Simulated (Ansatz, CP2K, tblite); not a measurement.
# Running twisted graphene double bilayer, 38.21° (56 atoms) with CP2K

Aim: run twisted graphene double bilayer, 38.21° (56 atoms) in CP2K and see how near its forces come to a plane-wave reference, and at what cost.

Method: the method is named at each step, in CP2K 2026.2.

## (1) Starting point

The cell holds 56 atoms: 56 C. Its edges and angles: a = 6.508 Å, b = 6.509 Å, c = 24.180 Å, α = 90.0°, β = 90.0°, γ = 120.0°. It derives from C (graphene). Graphene (a = 2.46 Å) under graphene (a = 2.46 Å), double bilayer, commensurate cell of 7 unit cells a layer, twist 38.21 deg; facing planes 3.33, 3.52, 3.33 Å apart as built; 14 Å of vacuum; minimised with a classical potential. Then every atom was moved at random, 0.02 Å r.m.s. a Cartesian component. Regions: layer 1, 14 atoms (14 C); layer 2, 14 atoms (14 C); layer 3, 14 atoms (14 C); layer 4, 14 atoms (14 C). Vacuum lies along c.

The yardstick, on the same geometry:

```
method                 : Kohn-Sham DFT, PBE, PAW, plane waves (Ansatz 0.2.0); cutoff 420 eV, Γ point, fermi-dirac smearing of 0.05 eV; PAW set soft_2
r.m.s. force component : 1.136 eV/Å
longest force          : 3.802 eV/Å
SCF cycles             : 7
time                   : 5.1 s on 4 threads of Arm Neoverse V2, shared host
CPU time               : 19 s
```

## (2) PBE, DZVP-MOLOPT-SR, 450/50 Ry, diagonalisation

Method: Kohn-Sham DFT, PBE, GTH-PBE pseudopotentials, Gaussian and plane waves, DZVP-MOLOPT-SR-GTH, diagonalisation.

input.inp

```
&GLOBAL
  PROJECT cell
  RUN_TYPE ENERGY_FORCE
  PRINT_LEVEL LOW
&END GLOBAL
&FORCE_EVAL
  METHOD QS
  &DFT
    BASIS_SET_FILE_NAME BASIS_MOLOPT
    POTENTIAL_FILE_NAME GTH_POTENTIALS
    &MGRID
      CUTOFF 450
      REL_CUTOFF 50
    &END MGRID
    &QS
      EPS_DEFAULT 1.0E-12
    &END QS
    &SCF
      SCF_GUESS ATOMIC
      EPS_SCF 1.0E-06
      MAX_SCF 200
      ADDED_MOS 25
      &DIAGONALIZATION
        ALGORITHM STANDARD
      &END DIAGONALIZATION
      &SMEAR ON
        METHOD FERMI_DIRAC
        ELECTRONIC_TEMPERATURE [K] 580
      &END SMEAR
      &MIXING
        METHOD BROYDEN_MIXING
        ALPHA 0.15
        NBROYDEN 8
      &END MIXING
      &PRINT
        &RESTART OFF
        &END RESTART
      &END PRINT
    &END SCF
    &XC
      &XC_FUNCTIONAL PBE
      &END XC_FUNCTIONAL
    &END XC
    &PRINT
      &MULLIKEN ON
      &END MULLIKEN
      &HIRSHFELD ON
        SHAPE_FUNCTION DENSITY
      &END HIRSHFELD
      &MO ON
        EIGENVALUES T
        OCCUPATION_NUMBERS T
        MO_INDEX_RANGE 101 124
        &EACH
          QS_SCF 0
        &END EACH
        ADD_LAST NUMERIC
      &END MO
    &END PRINT
  &END DFT
  &SUBSYS
    &CELL
      A 6.50850 0.00000 0.00000
      B -3.25425 5.63653 0.00000
      C 0.00000 0.00000 24.18000
    &END CELL
    &TOPOLOGY
      COORD_FILE_NAME structure.xyz
      COORD_FILE_FORMAT XYZ
    &END TOPOLOGY
    &KIND C
      BASIS_SET DZVP-MOLOPT-SR-GTH-q4
      POTENTIAL GTH-PBE-q4
    &END KIND
  &END SUBSYS
  &PRINT
    &FORCES ON
    &END FORCES
  &END PRINT
&END FORCE_EVAL
```

structure.xyz

```xyz
56

C 0.43939 1.35277 7.02139
C 1.39708 0.27208 7.03952
C 0.00218 3.72682 7.05911
C 0.95385 2.68722 7.04605
C 2.81623 0.53626 7.02018
C 0.44404 5.09176 7.03807
C 2.31019 2.95332 7.02477
C 3.24963 1.87809 7.02356
C 1.82625 5.36479 7.05742
C 2.78343 4.33100 7.01559
C 4.63633 2.15439 7.06274
C 5.58501 1.10679 7.07047
C -2.27732 4.59129 7.04001
C -1.35946 3.50880 7.05911
C 0.93413 2.67932 10.40417
C 1.87568 1.62197 10.42085
C 0.48205 5.08252 10.39619
C 1.41485 4.01507 10.39571
C 3.26743 1.87488 10.39474
C 4.17530 0.78015 10.41457
C 2.77672 4.29267 10.41481
C 3.72944 3.21959 10.39788
C 5.59109 1.06423 10.40514
C 3.25490 5.62199 10.42182
C -1.39975 3.51060 10.37781
C -0.46129 2.44169 10.39933
C 1.41147 0.24592 10.39522
C -0.89248 4.83721 10.39087
C 3.69738 0.50802 13.79203
C 3.25653 1.88316 13.81283
C 1.84773 2.17057 13.78381
C 1.39181 3.46833 13.74706
C -1.84913 5.36045 13.77099
C 0.91464 1.05775 13.78671
C 0.03176 3.74198 13.79856
C -0.44632 5.12569 13.75576
C -0.45390 1.35141 13.81331
C -0.94419 2.67025 13.76253
C 2.30694 4.58160 13.79880
C 5.09476 0.27602 13.74367
C 4.15545 2.97851 13.75745
C 3.69875 4.29194 13.75697
C -0.46269 5.09430 17.17191
C 2.31992 0.79064 17.18859
C 0.94884 1.02692 17.09865
C 0.48088 2.41148 17.17022
C 3.71844 4.32480 17.13685
C 6.47147 0.01150 17.14942
C -0.91529 2.68164 17.15136
C -1.38228 4.01310 17.13274
C 5.14171 0.26007 17.15934
C 4.67014 1.58821 17.16200
C 1.37482 3.47024 17.16079
C 0.94630 4.85097 17.13371
C 3.24419 1.87544 17.13443
C 2.79335 3.18131 17.13612
```

Command:

```console
OMP_NUM_THREADS=2 cp2k.psmp -i input.inp > output.txt
```

Numbers of over 12 decimals in the logs are rounded to 6 here.

The log of the run:

```text
CP2K| version string:                                       CP2K version 2026.2
 CP2K| Input file name                                                 input.inp
 GLOBAL| Basis set file name                                        BASIS_MOLOPT
 GLOBAL| Potential file name                                      GTH_POTENTIALS
 GLOBAL| Run type                                                   ENERGY_FORCE
 GLOBAL| Total number of message passing processes                             1
 GLOBAL| Number of threads for this process                                    2
 TOTAL NUMBERS AND MAXIMUM NUMBERS
  Total number of            - Atomic kinds:                                   1
                             - Atoms:                                         56
                             - Shell sets:                                    56
                             - Shells:                                       280
                             - Primitive Cartesian functions:                280
                             - Cartesian basis functions:                    784
                             - Spherical basis functions:                    728
  Maximum angular momentum of- Orbital basis functions:                        2
                             - Local part of the GTH pseudopotential:          2
                             - Non-local part of the GTH pseudopotential:      0
 SCF PARAMETERS         Density guess:                                    ATOMIC
                        max_scf:                                             200
                        eps_scf:                                        1.00E-06
                        added MOs                                        25    0
                        Mixing method:                            BROYDEN_MIXING
                                                charge density mixing in g-space
                        Smear method:                                FERMI_DIRAC
                        Electronic temperature [K]:                        580.0
                        Electronic temperature [a.u.]:                  1.84E-03
                        Accuracy threshold:                             1.00E-10
 Extrapolation method: initial_guess
 Number of electrons:                                                        224
 Number of occupied orbitals:                                                112
 Number of molecular orbitals:                                               137
 Number of orbital functions:                                                728
 Number of independent orbital functions:                                    728
 SCF WAVEFUNCTION OPTIMIZATION
  Step     Update method      Time    Convergence         Total energy    Change
     1 NoMix/Diag. 0.15E+00    3.2     0.92109606      -316.9470192032 -3.17E+02
     2 Broy./Diag. 0.15E+00    5.3     0.01148827      -306.0508853951  1.09E+01
     3 Broy./Diag. 0.15E+00    5.4     0.04884339      -316.9937230735 -1.09E+01
     4 Broy./Diag. 0.15E+00    5.3     0.00508979      -321.3027555631 -4.31E+00
[...]
21 Broy./Diag. 0.15E+00    5.4     0.00000138      -319.3878418995 -1.07E-05
    22 Broy./Diag. 0.15E+00    5.4     0.00000035      -319.3878415649  3.35E-07
  *** SCF run converged in    22 steps ***
  Electronic density on regular grids:       -223.9999999999        0.0000000001
  Core density on regular grids:              223.9999999998       -0.0000000002
  Total charge density on r-space grids:       -0.0000000001
  Total charge density g-space grids:          -0.0000000001
  Overlap energy of the core charge distribution:               1.20998e-05
  Self energy of the core charge distribution:               -746.760444
  Core Hamiltonian energy:                                    233.920052
  Hartree energy:                                             291.571979
  Exchange-correlation energy:                                -98.119441
  Electronic entropic energy:                                  -0.000000
  Fermi energy:                                                 0.109700
  Total energy:                                              -319.387842
  Total energy (extrapolated to T->0):                       -319.387842
 MO| EIGENVALUES AND OCCUPATION NUMBERS
 MO|
 MO|  Index      Eigenvalue [a.u.]        Eigenvalue [eV]             Occupation
 MO|    101              -0.080152              -2.181039               2.000000
 MO|    102              -0.079193              -2.154960               2.000000
 MO|    103              -0.078019              -2.122994               2.000000
[...]
MO|    123               0.185249               5.040871               0.000000
 MO|    124               0.186637               5.078656               0.000000
 MO| Sum:                                                             224.000000
 MO| E(Fermi):            0.109700 a.u.          2.985088 eV
 MO| Band gap:            0.239075 a.u.          6.505550 eV
 !-----------------------------------------------------------------------------!
                     Mulliken Population Analysis
 #  Atom  Element  Kind  Atomic population                           Net charge
       1     C        1          4.000131                             -0.000131
       2     C        1          3.998534                              0.001466
       3     C        1          3.997510                              0.002490
[...]
55     C        1          4.003992                             -0.003992
      56     C        1          3.997442                              0.002558
 # Total charge                            224.000000                 -0.000000
 !-----------------------------------------------------------------------------!
 !-----------------------------------------------------------------------------!
                           Hirshfeld Charges
  #Atom  Element  Kind  Ref Charge     Population                    Net charge
      1       C      1       4.000          3.999                         0.001
      2       C      1       4.000          4.001                        -0.001
      3       C      1       4.000          4.000                         0.000
[...]
55       C      1       4.000          4.001                        -0.001
     56       C      1       4.000          4.002                        -0.002
  Total Charge                                                           -0.000
 !-----------------------------------------------------------------------------!
 ENERGY| Total FORCE_EVAL ( QS ) energy [hartree]           -319.387832
 FORCES| Atomic forces [hartree/bohr]
 FORCES|   Atom     x               y               z               |f|
 FORCES|      1  4.45789690E-02 -4.90210027E-03  7.74012851E-03   4.55107092E-02
 FORCES|      2  1.16100725E-02  2.89793595E-02 -6.99714996E-03   3.19930800E-02
 FORCES|      3  2.29205664E-02  3.29411013E-02 -3.82241104E-03   4.03122729E-02
[...]
FORCES|     55  2.96955277E-02 -2.98129413E-02  1.10222589E-02   4.34985750E-02
 FORCES|     56 -8.55230976E-03  5.70894183E-02  2.46846128E-03   5.77792090E-02
 FORCES| Sum     1.99002075E-05 -2.95913520E-05  3.31362055E-05
 FORCES| Total atomic force                                       4.86793024E-05
```

It took 2.2 min on 2 threads of Arm Neoverse V2, shared host; peak memory 1.9 GiB; 4 min of CPU time.

Banners, paths, timers and routine set-up lines are dropped from the logs unmarked, and long logs keep their key lines alone; longer cuts are marked.

Compared with the plane-wave run:

```yaml
r_m_s_force_component: 1.155 eV/Å
r_m_s_difference_of_force_components: 23.69 meV/Å
longest_difference_of_force_vectors: 71.55 meV/Å
force_difference_over_r_m_s_force: 2.085 %
slope_of_forces_against_the_reference_s: 1.017
correlation_of_force_components: 0.9999
```

The surroundings of C29, which bears the longest force, nearest first, numbered as they follow in the input and with coordinates relative to it.

| atom | x | y | z | distance (Å) | bonds | Hirshfeld charge (e) | Fx | Fy | Fz (eV/Å) |
| --- | --- | --- | --- | --- | --- | --- | --- | --- | --- |
| C29 | 0.00 | 0.00 | 0.00 | 0.00 | 3 | 0.00 | 1.72 | 3.45 | -0.25 |
| C36 | -0.89 | -1.02 | -0.04 | 1.35 | 3 | 0.00 | -1.52 | -3.51 | 0.44 |
| C40 | 1.40 | -0.23 | -0.05 | 1.42 | 3 | 0.00 | 0.62 | -0.01 | 0.98 |
| C30 | -0.44 | 1.38 | 0.02 | 1.44 | 3 | 0.00 | -1.00 | -0.23 | -0.56 |
| C33 | -2.29 | -0.78 | -0.02 | 2.42 | 3 | 0.00 | -0.67 | 0.03 | -0.05 |
| C39 | 1.86 | -1.56 | 0.01 | 2.43 | 3 | 0.00 | 0.22 | -0.91 | -0.83 |
| C35 | -0.41 | -2.40 | 0.01 | 2.44 | 3 | 0.00 | -2.63 | 0.76 | -0.85 |
| C31 | -1.85 | 1.66 | -0.01 | 2.49 | 3 | 0.00 | 0.85 | -2.77 | 0.08 |
| C37 | 2.36 | 0.84 | 0.02 | 2.50 | 3 | 0.00 | -1.80 | -1.01 | -0.77 |
| C41 | 0.46 | 2.47 | -0.03 | 2.51 | 3 | 0.00 | 1.28 | -1.94 | 0.28 |

Forces lie 2.1 % from the reference's, at 12 times its CPU time (on 2 against 4 cores).

## (3) GFN1-xTB, diagonalisation

Method: GFN1-xTB tight binding (the program's own implementation), diagonalisation.

input.inp

```
&GLOBAL
  PROJECT cell
  RUN_TYPE ENERGY_FORCE
  PRINT_LEVEL LOW
&END GLOBAL
&FORCE_EVAL
  METHOD QS
  &DFT
    &QS
      METHOD XTB
      &XTB
        GFN_TYPE 1
        DO_EWALD T
        CHECK_ATOMIC_CHARGES F
      &END XTB
    &END QS
    &SCF
      SCF_GUESS ATOMIC
      EPS_SCF 1.0E-06
      MAX_SCF 200
      ADDED_MOS 42
      &DIAGONALIZATION
        ALGORITHM STANDARD
      &END DIAGONALIZATION
      &SMEAR ON
        METHOD FERMI_DIRAC
        ELECTRONIC_TEMPERATURE [K] 580
      &END SMEAR
      &MIXING
        METHOD BROYDEN_MIXING
        ALPHA 0.15
        NBROYDEN 8
      &END MIXING
      &PRINT
        &RESTART OFF
        &END RESTART
      &END PRINT
    &END SCF
    &PRINT
      &MULLIKEN ON
      &END MULLIKEN
    &END PRINT
  &END DFT
  &SUBSYS
    &CELL
      A 6.50850 0.00000 0.00000
      B -3.25425 5.63653 0.00000
      C 0.00000 0.00000 24.18000
    &END CELL
    &COORD
      C 0.43939 1.35277 7.02139
      C 1.39708 0.27208 7.03952
      C 0.00218 3.72682 7.05911
      C 0.95385 2.68722 7.04605
      C 2.81623 0.53626 7.02018
      C 0.44404 5.09176 7.03807
      C 2.31019 2.95332 7.02477
      C 3.24963 1.87809 7.02356
      C 1.82625 5.36479 7.05742
      C 2.78343 4.33100 7.01559
      C 4.63633 2.15439 7.06274
      C 5.58501 1.10679 7.07047
      C -2.27732 4.59129 7.04001
      C -1.35946 3.50880 7.05911
      C 0.93413 2.67932 10.40417
      C 1.87568 1.62197 10.42085
      C 0.48205 5.08252 10.39619
      C 1.41485 4.01507 10.39571
      C 3.26743 1.87488 10.39474
      C 4.17530 0.78015 10.41457
[... 32 atom lines left out ...]
      C 1.37482 3.47024 17.16079
      C 0.94630 4.85097 17.13371
      C 3.24419 1.87544 17.13443
      C 2.79335 3.18131 17.13612
    &END COORD
  &END SUBSYS
  &PRINT
    &FORCES ON
    &END FORCES
  &END PRINT
&END FORCE_EVAL
```

Command:

```console
OMP_NUM_THREADS=1 cp2k.psmp -i input.inp > output.txt
```

The log of the run:

```text
CP2K| version string:                                       CP2K version 2026.2
 CP2K| Input file name                                                 input.inp
 GLOBAL| Basis set file name                                           BASIS_SET
 GLOBAL| Potential file name                                           POTENTIAL
 GLOBAL| Run type                                                   ENERGY_FORCE
 GLOBAL| Total number of message passing processes                             1
 GLOBAL| Number of threads for this process                                    1
[... lines left out ...]
                        Smear method:                                FERMI_DIRAC
[... lines left out ...]
 Number of electrons:                                                        224
[... lines left out ...]
  Step     Update method      Time    Convergence         Total energy    Change
[... lines left out ...]
  *** SCF run converged in    17 steps ***
[... lines left out ...]
  Fermi energy:                                                -0.311082
  Total energy:                                              -119.346725
  Total energy (extrapolated to T->0):                       -119.346725
 MULLIKEN POPULATION ANALYSIS
  # Atom   Element   Kind        Atomic population                    Net charge
       1     C          1                 3.999534                      0.000466
       2     C          1                 4.002214                     -0.002214
       3     C          1                 3.997118                      0.002882
[...]
55     C          1                 3.998179                      0.001821
      56     C          1                 4.004419                     -0.004419
 # Total charge                         224.000000                     -0.000000
 ENERGY| Total FORCE_EVAL ( QS ) energy [hartree]           -119.346725
 FORCES| Atomic forces [hartree/bohr]
 FORCES|   Atom     x               y               z               |f|
 FORCES|      1  4.04308956E-02 -5.79202989E-03  8.18415188E-03   4.16555551E-02
 FORCES|      2  1.05456271E-02  2.87996761E-02 -4.90866031E-03   3.10600474E-02
 FORCES|      3  2.09983124E-02  3.02601782E-02 -1.96687747E-03   3.68846325E-02
[...]
FORCES|     55  2.92562015E-02 -2.65801961E-02  8.17433260E-03   4.03639922E-02
 FORCES|     56 -6.21774119E-03  5.46029154E-02  1.03207057E-03   5.49654786E-02
 FORCES| Sum     2.36269337E-15 -2.88657986E-15 -2.12980675E-15
 FORCES| Total atomic force                                       4.29543247E-15
```

The job ended after 1.4 s (1 thread; peak memory 0.19 GiB).

Compared with the plane-wave run:

```
r.m.s. force component                  : 1.096 eV/Å
r.m.s. difference of force components   : 80.68 meV/Å
longest difference of force vectors     : 321.9 meV/Å
force difference over r.m.s. force      : 7.102 %
slope of forces against the reference's : 0.9631
correlation of force components         : 0.998
```

Against the first run (2.1 %), the force difference from the reference is 7.1 %, at 0.0061 times the CPU time (on 1 against 2 cores); the model has changed, so this is no error of the program alone.

[end of part 1 of 3]

[Also dropped from logs without a mark: logging warnings of Python, and SIESTA's first energy breakdown and zero terms.]

[Logs are printed without paths, hosts, clocks, repeated set-up lines and the standing remarks that a program may print on its own settings, such as how far it seeks lower states.]

[Hosts, paths, dates, database ids (printed as entryN), source tags and the programs' standing remarks are cut or masked in the printed files.]
